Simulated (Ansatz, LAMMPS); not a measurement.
# Localised basis functions on glassy 55SiO2-45BaO (mol %) (107 atoms)

Wanted: errors and times of a linear-scaling basis for glassy 55SiO2-45BaO (mol %) (107 atoms). A setting counts as converged where the r.m.s. difference of forces stays under 1 % of the r.m.s. force.

Program: Ansatz 0.2.0. Level of theory: Kohn-Sham DFT, PBE, PAW (set soft_2), plane waves. Values are calculated unless marked as measured.

This is a report of a sequence of runs, with the program logs left out and the cost of each run kept.

**1. Starting point**

The cell holds 107 atoms: 23 Si, 19 Ba and 65 O. Its edges and angles: a = 12.124 Å, b = 12.124 Å, c = 12.124 Å, α = 90.0°, β = 90.0°, γ = 90.0°. 107 atoms (23 Si, 19 Ba, 65 O) placed at random at 3.99 g/cm³, melted at 4000 K for 10 ps at fixed volume with the Morse and Coulomb pair potential with partial charges (Pedone, Malavasi, Menziani, Cormack and Segre, J. Phys. Chem. B 110, 11780 (2006)). Quenched from 4000 K to 300 K at 100 K/ps and fixed volume, held 10 ps at zero pressure, then minimised at fixed cell.

What the set-up can't give: The quench rate of 100 K/ps is many orders above laboratory rates, so the cell is likely richer in defects and strain than a real sample. The starting topology of bonds comes from the classical model, and needn't be the one that DFT or experiment would give. Sampling is at Γ alone, for a cell whose shortest periodic width is 12 Å. The levels lack spin–orbit coupling, which is large for the heavy elements here.

**2. How the cell was made**

A classical potential makes the cell, at a small fraction of what the same run would cost in DFT.

This step: classical MD, Morse and Coulomb pair potential with partial charges (Pedone, Malavasi, Menziani, Cormack and Segre, J. Phys. Chem. B 110, 11780 (2006)) (LAMMPS 22 Jul 2025 - Update 4).

Input file in.lmp:

```
# melt-quench of Si23Ba19O65
units metal
atom_style charge
boundary p p p
region box block 0 12.1382 0 12.1382 0 12.1382
create_box 3 box
mass 1 28.0850   # Si
mass 2 137.3270   # Ba
mass 3 15.9990   # O
create_atoms 1 random 23 378363 NULL overlap 1.5 maxtry 2000
create_atoms 2 random 19 378370 NULL overlap 1.5 maxtry 2000
create_atoms 3 random 65 378377 NULL overlap 1.5 maxtry 2000
pair_style hybrid/overlay pedone 5.5 coul/long 8.0
pair_coeff * * coul/long
pair_coeff 1 3 pedone 0.340554 2.006700 2.100000 1   # Si-O
pair_coeff 2 3 pedone 0.065011 1.547596 3.393410 5   # Ba-O
pair_coeff 3 3 pedone 0.042395 1.379316 3.618701 22   # O-O
set type 1 charge 2.4
set type 2 charge 1.2
set type 3 charge -1.2
kspace_style pppm 1.0e-4
neigh_modify delay 0 every 1 check yes
thermo_style custom step time temp pe press density
thermo_modify norm yes
timestep 0.002
thermo 100
min_style cg
minimize 1e-4 1e-4 200 2000
reset_timestep 0
velocity all create 4000 378364 mom yes dist gaussian
fix lim all nve/limit 0.05
fix lan all langevin 4000 4000 0.2 378365 zero yes
thermo 500
run 1000 post no
# [... 10 lines left out ...]
thermo 1666
fix md all npt temp 300 300 0.2 iso 0 0 2
run 5000 post no
unfix md
thermo 100
min_style cg
minimize 0 1e-3 2000 20000
write_dump all custom glass.dump id type xs ys zs modify sort id
```

Launch:

```console
$ lmp -in in.lmp -log none -nocite
```

Elapsed: 14 s, on 1 thread of Arm Neoverse V1, shared host; peak memory 0.07 GiB.

**3. Plane-wave single point**

The first run fixes the reference, at a cutoff of 420 eV.

Input file input.yaml:

```yaml
crystal:
  lattice:
    - [12.12446, 0.0, 0.0]
    - [0.0, 12.12446, 0.0]
    - [0.0, 0.0, 12.12446]
  atoms:
    - { symbol: Si, position: [0.6303, 0.96925, 0.57977] }
    - { symbol: Si, position: [0.73601, 0.56485, 0.30095] }
    - { symbol: Si, position: [0.268, 0.6091, 0.86902] }
    - { symbol: Si, position: [0.33079, 0.22458, 0.97548] }
    - { symbol: Si, position: [0.30468, 0.20609, 0.33406] }
    - { symbol: Si, position: [0.13502, 0.38366, 0.42254] }
    - { symbol: Si, position: [0.70764, 0.16244, 0.82845] }
    - { symbol: Si, position: [0.58645, 0.21308, 0.59149] }
    - { symbol: Si, position: [0.09956, 0.91777, 0.19597] }
    - { symbol: Si, position: [0.73392, 0.60068, 0.94037] }
    - { symbol: Si, position: [0.27665, 0.55909, 0.31214] }
    - { symbol: Si, position: [0.55082, 0.09567, 0.02388] }
    - { symbol: Si, position: [0.06507, 0.68982, 0.30626] }
    - { symbol: Si, position: [0.12547, 0.15797, 0.84558] }
    - { symbol: Si, position: [0.55647, 0.55259, 0.11651] }
    - { symbol: Si, position: [0.73756, 0.5634, 0.56618] }
    - { symbol: Si, position: [0.96903, 0.47322, 0.2298] }
    - { symbol: Si, position: [0.90355, 0.02818, 0.92543] }
    - { symbol: Si, position: [0.31834, 0.95758, 0.34382] }
    - { symbol: Si, position: [0.88951, 0.04808, 0.60167] }
    - { symbol: Si, position: [0.31393, 0.46094, 0.08094] }
    - { symbol: Si, position: [0.29773, 0.79821, 0.56069] }
    - { symbol: Si, position: [0.87999, 0.06567, 0.1888] }
    - { symbol: Ba, position: [0.03058, 0.68018, 0.0087] }
    - { symbol: Ba, position: [0.49934, 0.44387, 0.4584] }
    - { symbol: Ba, position: [0.7897, 0.82257, 0.75991] }
    - { symbol: Ba, position: [0.59172, 0.09639, 0.31938] }
    - { symbol: Ba, position: [0.37514, 0.83896, 0.07246] }
    - { symbol: Ba, position: [0.91206, 0.36604, 0.75599] }
    - { symbol: Ba, position: [0.87009, 0.28711, 0.45042] }
    - { symbol: Ba, position: [0.08132, 0.22961, 0.11606] }
    - { symbol: Ba, position: [0.13602, 0.87039, 0.7992] }
    - { symbol: Ba, position: [0.50209, 0.71508, 0.73585] }
    - { symbol: Ba, position: [0.02641, 0.6051, 0.61856] }
    - { symbol: Ba, position: [0.26837, 0.36399, 0.68663] }
    - { symbol: Ba, position: [0.71106, 0.82974, 0.0983] }
    - { symbol: Ba, position: [0.41718, 0.05844, 0.75609] }
    - { symbol: Ba, position: [0.14551, 0.03288, 0.53823] }
    - { symbol: Ba, position: [0.84573, 0.84016, 0.4154] }
    - { symbol: Ba, position: [0.5569, 0.41252, 0.81032] }
    - { symbol: Ba, position: [0.52709, 0.74805, 0.35841] }
    - { symbol: Ba, position: [0.75823, 0.33184, 0.09361] }
    - { symbol: O, position: [0.20072, 0.26945, 0.40096] }
    - { symbol: O, position: [0.26275, 0.18185, 0.21676] }
    - { symbol: O, position: [0.64001, 0.52472, 0.01006] }
    - { symbol: O, position: [0.18144, 0.09622, 0.74645] }
    - { symbol: O, position: [0.30868, 0.875, 0.44706] }
    - { symbol: O, position: [0.75144, 0.2713, 0.88156] }
    - { symbol: O, position: [0.79322, 0.53581, 0.84761] }
    - { symbol: O, position: [0.08616, 0.38618, 0.54055] }
    - { symbol: O, position: [0.10276, 0.28216, 0.82537] }
    - { symbol: O, position: [0.87758, 0.18736, 0.23203] }
    - { symbol: O, position: [0.14016, 0.8795, 0.07947] }
    - { symbol: O, position: [0.19786, 0.66712, 0.30738] }
    - { symbol: O, position: [0.40017, 0.58069, 0.31929] }
    - { symbol: O, position: [0.79446, 0.98511, 0.23912] }
    - { symbol: O, position: [0.9557, 0.95402, 0.66644] }
    - { symbol: O, position: [0.14601, 0.61246, 0.81866] }
    - { symbol: O, position: [0.04161, 0.80934, 0.25443] }
    - { symbol: O, position: [0.70209, 0.55462, 0.42977] }
    - { symbol: O, position: [0.35577, 0.54273, 0.79941] }
    - { symbol: O, position: [0.60074, 0.12208, 0.89913] }
    - { symbol: O, position: [0.74908, 0.68976, 0.27761] }
    - { symbol: O, position: [0.37606, 0.69694, 0.54812] }
    - { symbol: O, position: [0.01639, 0.09379, 0.8933] }
    - { symbol: O, position: [0.5311, 0.67822, 0.12433] }
    - { symbol: O, position: [0.00159, 0.668, 0.41277] }
    - { symbol: O, position: [0.66449, 0.70015, 0.89112] }
    - { symbol: O, position: [0.97026, 0.41362, 0.11793] }
    - { symbol: O, position: [0.62377, 0.89966, 0.47326] }
    - { symbol: O, position: [0.93481, 0.04862, 0.47649] }
    - { symbol: O, position: [0.31834, 0.08289, 0.39341] }
    - { symbol: O, position: [0.59565, 0.9156, 0.69094] }
    - { symbol: O, position: [0.92124, 0.89953, 0.923] }
    - { symbol: O, position: [0.00926, 0.01495, 0.19718] }
    - { symbol: O, position: [0.17111, 0.77593, 0.58167] }
    - { symbol: O, position: [0.37912, 0.26449, 0.85943] }
    - { symbol: O, position: [0.41296, 0.27114, 0.34623] }
    [... 23 atom lines left out ...]
    - { symbol: O, position: [0.02312, 0.59397, 0.22064] }
    - { symbol: O, position: [0.4785, 0.27975, 0.619] }
    - { symbol: O, position: [0.20394, 0.94447, 0.27466] }
    - { symbol: O, position: [0.62662, 0.53853, 0.63116] }
    - { symbol: O, position: [0.65568, 0.19598, 0.7084] }
    - { symbol: O, position: [0.42406, 0.14258, 0.0205] }
kpoints:
  mp_grid: { grid: [1, 1, 1] }
hamiltonian:
  xc: pbe
scf:
  occupations: { method: gaussian, width: 0.025 }
output:
  forces: true
  stress: true
  populations: true
  dos:
    method: { smearing: { sigma: 0.1 } }
    de: 0.1
    projected: { site_lists: { Ba: [Ba], O: [O], Si: [Si] } }
  eigenvalues: true
  write_density: true
  write_potential: true
  volumetric_format: npy
```

Launch:

```console
$ ansatz run input.yaml --threads 4 --pin off --max-ram 8192MiB --backend cpu --events-out ev --progress --plain --runs-dir out
```

The job ended after 43 s (4 threads of Arm Neoverse V1, shared host; peak memory 2.5 GiB).

The run gave:

```yaml
free_energy: -164687.5217 eV
free_energy_per_atom: -1539.1357 eV/atom
scf_cycles: 9
pressure: 4.024 GPa
r_m_s_force_component: 1.158 eV/Å
longest_force: 3.536 eV/Å
fermi_energy: 7.28 eV
spacing_of_highest_filled_and_lowest_empty_level: 2.643 eV
spilling_of_the_projection: 0.01494
```

The r.m.s. force component of 1.2 eV/Å sets the scale for the differences below.

**4. Support functions low**

The cell is solved in localised support functions.

This step: Kohn-Sham DFT, PBE, PAW (set soft_2), localised support functions (low) (Ansatz 0.2.0).

input.yaml, the sections that differ from step 3:

```yaml
scf:
  occupations: { method: gaussian, width: 0.025 }
  eigensolver: { kind: { support_functions: { accuracy: low } } }
  max_iter: 150
output:
  forces: true
  eigenvalues: true
# crystal, kpoints, hamiltonian: as in step 3
```

Wall time 3.3 min (4 threads); peak memory 5.1 GiB; 13 min of CPU time.

The program notes that the band table was not solved further than the SCF left it and it switched symmetry off.

Keys that differ from the reference: support_functions.accuracy = "low" and scf.max_iter = 150.

Forces differ from the reference by 0.89 meV/Å r.m.s., 0.077 % of their size, well within a tolerance of 1 %; the energy by -4.5 meV/atom. It took roughly 4.5 times the reference's time (one timing each, with unlike analyses asked), in 14 cycles against 9.

**5. Support functions medium, spacing 0.45 Å**

The grid spacing sets how fine a wave the support functions can hold. Besides, the program derives a nominal cutoff of 464 eV for this run, against the reference's 420.

This step: Kohn-Sham DFT, PBE, PAW (set soft_2), localised support functions (medium) (Ansatz 0.2.0).

input.yaml, the sections that differ from step 4:

```yaml
scf:
  occupations: { method: gaussian, width: 0.025 }
  eigensolver: { kind: { support_functions: { accuracy: medium, spacing: 0.45 } } }
  max_iter: 150
# crystal, kpoints, hamiltonian, output: as in step 4
```

It took 78 s on 4 threads; peak memory 2.3 GiB.

The program notes that the forces don't sum to zero within tolerance and the grid leaves an egg-box force.

Forces differ from the reference by 2070 meV/Å r.m.s., 179 % of their size, far over a tolerance of 1 %; the energy by +1287 meV/atom and the gap by -0.13 eV. It took roughly 1.8 times the reference's time (one timing each, with unlike analyses asked), in 16 cycles against 9. The setting is coarser than the default on purpose.

**6. Support functions medium, spacing 0.375 Å**

input.yaml, the sections that differ from step 5:

```yaml
scf:
  occupations: { method: gaussian, width: 0.025 }
  eigensolver: { kind: { support_functions: { accuracy: medium, spacing: 0.375 } } }
  max_iter: 150
# crystal, kpoints, hamiltonian, output: as in step 5
```

The job ended after 79 s (4 threads; peak memory 2.4 GiB; 5.2 min of CPU time).

Forces differ from the reference by 118 meV/Å r.m.s., 10 % of their size, far over a tolerance of 1 %; the energy by +68 meV/atom and the gap by -0.0068 eV. It took roughly 1.8 times the reference's time (one timing each, with unlike analyses asked), in 15 cycles against 9. The setting is coarser than the default on purpose.

**7. Support functions medium, spacing 0.325 Å**

input.yaml, the sections that differ from step 6:

```yaml
scf:
  occupations: { method: gaussian, width: 0.025 }
  eigensolver: { kind: { support_functions: { accuracy: medium, spacing: 0.325 } } }
  max_iter: 150
# crystal, kpoints, hamiltonian, output: as in step 6
```

It took 1.9 min on 4 threads; peak memory 3 GiB.

Forces differ from the reference by 14 meV/Å r.m.s., 1.2 % of their size, over a tolerance of 1 %; the energy by -12 meV/atom. It took roughly 2.6 times the reference's time (one timing each, with unlike analyses asked), in 16 cycles against 9. The setting is coarser than the default on purpose.

**8. What each setting buys**

Differences are against the plane-wave reference (Kohn-Sham DFT, PBE, PAW (set soft_2), plane waves), whose r.m.s. force component is 1.16 eV/Å. Energies are set beside the reference only for runs with its functional, potentials and electron count. Times are for 4 threads of Arm Neoverse V1, shared host. The reference's time includes the DOS, the stress and grids, which some other runs skip.

```
                                      run  Δ force, r.m.s. (meV/Å)  share of r.m.s. force (%)  Δ energy (meV/atom)  Δ gap (eV)  cycles     time  host memory (GiB)
                                reference                        -                          -                    -           -       9     43 s                2.5
                    support functions low                    0.894                     0.0772                -4.47     -6.0e-4      14  3.3 min                5.1
 support functions medium, spacing 0.45 Å                     2070                        179                 1287      -0.133      16     78 s                2.3
support functions medium, spacing 0.375 Å                      118                       10.2                 68.3     -0.0068      15     79 s                2.4
support functions medium, spacing 0.325 Å                     14.1                       1.22                -11.8     -0.0016      16  1.9 min                3.0
```

**9. The reference in detail**

With the settings judged, the reference run is read for its physics.

Neighbours are counted within 2.08 Å (O-Si), 3.29 Å (O-Ba).

Length of the force by element and coordination:

```
element  coordination  atoms  mean length of the force (eV/Å)  spread  least   most
     Ba           all     19                            0.773   0.319  0.208   1.64
     Ba             5      3                            0.761   0.392  0.208   1.07
     Ba             6      5                            0.988   0.330  0.780   1.64
     Ba             7      6                            0.712   0.218  0.547   1.07
     Ba             8      5                            0.637   0.242  0.346  0.928
      O           all     65                             2.18   0.949  0.416   3.54
      O             2      9                             1.33   0.797  0.448   3.44
      O             3     24                             2.22   0.996  0.429   3.54
      O             4     31                             2.39   0.820  0.416   3.52
      O             5      1                             2.58       0   2.58   2.58
     Si           all     23                             1.30   0.648  0.257   2.42
```

Löwdin charges by element and coordination (they lack the spilled electrons, 0.094 e an atom on average):

| element | coordination | atoms | mean charge (e) | spread | least | most |
| --- | --- | --- | --- | --- | --- | --- |
| Ba | all | 19 | 1.82 | 0.0182 | 1.79 | 1.87 |
| Ba | 5 | 3 | 1.81 | 0.0061 | 1.80 | 1.82 |
| Ba | 6 | 5 | 1.82 | 0.0174 | 1.80 | 1.85 |
| Ba | 7 | 6 | 1.83 | 0.0219 | 1.80 | 1.87 |
| Ba | 8 | 5 | 1.81 | 0.0083 | 1.79 | 1.81 |
| O | all | 65 | -0.954 | 0.0986 | -1.08 | -0.803 |
| O | 2 | 9 | -0.844 | 0.0575 | -1.00 | -0.808 |
| O | 3 | 24 | -0.930 | 0.0918 | -1.05 | -0.803 |
| O | 4 | 31 | -1.00 | 0.0807 | -1.08 | -0.827 |
| O | 5 | 1 | -1.04 | 0 | -1.04 | -1.04 |
| Si | all | 23 | 1.63 | 0.0596 | 1.52 | 1.76 |

Density of states as counts of states in windows of 1 eV (from the Fermi level), total and the larger projections:

| from (eV) | to (eV) | total | O p | Si p | Ba p |
| --- | --- | --- | --- | --- | --- |
| -18 | -17 | 13.6 | 0.1 | 2.1 | 0.2 |
| -17 | -14 | 0.0 | 0.0 | 0.0 | 0.0 |
| -14 | -13 | 41.4 | 1.1 | 0.2 | 39.6 |
| -13 | -12 | 72.5 | 2.4 | 0.3 | 68.8 |
| -12 | -11 | 4.6 | 3.0 | 0.3 | 0.2 |
| -11 | -10 | 10.5 | 7.0 | 0.8 | 0.2 |
| -10 | -9 | 12.2 | 8.6 | 1.4 | 0.1 |
| -9 | -8 | 21.8 | 16.4 | 3.7 | 0.1 |
| -8 | -7 | 5.1 | 3.9 | 0.9 | 0.0 |
| -7 | -6 | 34.8 | 27.0 | 3.3 | 0.4 |
| -6 | -5 | 65.9 | 54.9 | 4.5 | 0.7 |
| -5 | -4 | 69.9 | 62.1 | 2.6 | 0.7 |
| -4 | -3 | 82.2 | 75.6 | 2.0 | 0.9 |
| -3 | -2 | 64.9 | 61.2 | 0.9 | 0.5 |
| -2 | -1 | 18.2 | 17.3 | 0.2 | 0.1 |
| -1 | 1 | 0.0 | 0.0 | 0.0 | 0.0 |
| 1 | 2 | 3.7 | 0.1 | 0.1 | 0.0 |
| 2 | 3 | 20.1 | 0.7 | 0.6 | 0.1 |
| 3 | 4 | 43.9 | 1.6 | 2.7 | 0.1 |
| 4 | 5 | 64.3 | 2.5 | 5.3 | 0.1 |

Between -26 and -18 eV lie 116 more states.

The levels nearest the highest filled one (over half full), pooled over k-points and spins:

```csv
level less the highest filled one (eV),occupation
-0.425,2
-0.343,2
-0.331,2
-0.221,2
-0.150,2
0,2
2.64,0
3.23,0
3.41,0
3.58,0
3.76,0
3.85,0
```

Electrostatic potential energy in the ab plane at fractional z = 0.024, with atoms of Si and Ba and O within 0.2 Å of it. With pseudopotentials it is smooth inside the atoms' cores, unlike the true potential.

Ten even steps from '0' (-33 eV) to '9' (12 eV), each cell a mean:
```
9999999999988899940039999999999999
9999999999877778973379988889999999
9999779998642246899998766678999999
9999889998520015799998643468999999
8889999998631136899998643468999998
4457899999865568899999876789999886
0013789999988889999999998999999862
0002689999999999999999999962269840
0013789999999999999999988830039862
5457899976899999998888887774489986
8888999720489999988851158889999998
9999999842467899998830038999999999
9999999975235888999986689999999999
9999999986446899999999998888899999
9999999986468999999999886556789999
9999999970017999999999874324689999
8888889983137899999999875335789999
8766789987434789999999987667889998
8766788986202689999999999888999998
8777889987545313787789999999999999
9888899999887100330037999999999999
9999999999999644500006899999623799
9999999999999999731037999999400589
9999999999999999962269999999866889
```
Columns run along a (12.1 Å; values clipped at the 3rd and 97th percentile), rows up along b (12.1 Å). Atoms in or near the plane, at fractional coordinates: Si at (0.55, 0.10), Ba at (0.03, 0.68), O at (0.64, 0.52), O at (0.30, 0.34), O at (0.55, 0.97), O at (0.82, 0.64), O at (0.42, 0.14).

(Continued in part 2 of 2.)

[Long decimals in the printed logs are rounded to 6 places.]

[Logs are printed without paths, hosts, clocks, repeated set-up lines and the standing remarks that a program may print on its own settings, such as how far it seeks lower states.]

[Hosts, paths, dates, database ids (printed as entryN), source tags and the programs' standing remarks are cut or masked in the printed files.]
